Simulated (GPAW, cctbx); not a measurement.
# What do these deviations say about the bonding?

TiGeW, Cmcm (no. 63), a = 3.3748 Å, b = 12.7378 Å, c = 4.3963 Å, α = 90.00°, β = 90.00°, γ = 90.00°.

```
atom  mult.    x       y    z
  W1      4    0  0.9363  3/4
 Ge1      4    0  0.6009  3/4
 Ti1      4  1/2  0.7644  3/4
```

The start was made by putting kin elements into a known structure type; the compound need not exist, or be stable, in this form.

Absolute values of the static structure factors of the conventional cell from DFT (PBE, GPAW) against free spherical atoms, in electrons:

| hkl | d (Å) | free atoms | crystal |
| --- | --- | --- | --- |
| 020 | 6.369 | 154.83 | 154.42 |
| 021 | 3.618 | 98.53 | 98.73 |
| 110 | 3.262 | 148.05 | 148.22 |
| 040 | 3.184 | 32.73 | 32.41 |
| 130 | 2.642 | 142.54 | 142.71 |
| 111 | 2.620 | 94.93 | 95.20 |
| 041 | 2.579 | 169.67 | 169.10 |
| 131 | 2.264 | 380.25 | 379.27 |
| 002 | 2.198 | 400.68 | 399.39 |
| 060 | 2.123 | 304.80 | 303.43 |

**Question.** Which way does charge move, and which reflections show it best?

Project each element's phase sum on the total phase. At low angle |F| should rise if density moves to atoms that scatter in phase and fall if it moves to atoms that scatter against it.

| hkl | W in phase | Ge in phase | Ti in phase | change (e) | (%) |
| --- | --- | --- | --- | --- | --- |
| 020 | +2.8 | +1.2 | -3.9 | -0.40 | -0.3 |
| 021 | +2.9 | -3.8 | +0.7 | +0.21 | +0.2 |
| 110 | +3.7 | -3.2 | -0.4 | +0.17 | +0.1 |
| 040 | +0.1 | +3.3 | -3.7 | -0.32 | -1.0 |
| 130 | +1.4 | +1.3 | +1.1 | +0.18 | +0.1 |
| 111 | +1.6 | +2.4 | -4.0 | +0.27 | +0.3 |
| 041 | +4.0 | -2.3 | -1.4 | -0.57 | -0.3 |
| 131 | +3.7 | +3.8 | +3.9 | -0.98 | -0.3 |

Low-angle reflections that set elements apart and change by more than 0.05 e: 020, 021, 110, 040, 111 and 041. The real-space density gives Voronoi charges W +0.05, Ge -0.01, Ti -0.04 e. The signs that these charges predict hold for 020, 040 and 041 and fail for 021, 110 and 111, so the simple rule can't give the direction here. The reflections see the density near the nuclei and the atoms' change of size and shape; Voronoi cells count what crosses the midplanes.

[Outputs are excerpts: Python notices, other lines and further rows are left out; steps that failed or that the build refused (PBEsol, TPSS) are not shown.]

[Logs are printed without paths, hosts, clocks, repeated set-up lines and the standing remarks that a program may print on its own settings, such as how far it seeks lower states.]
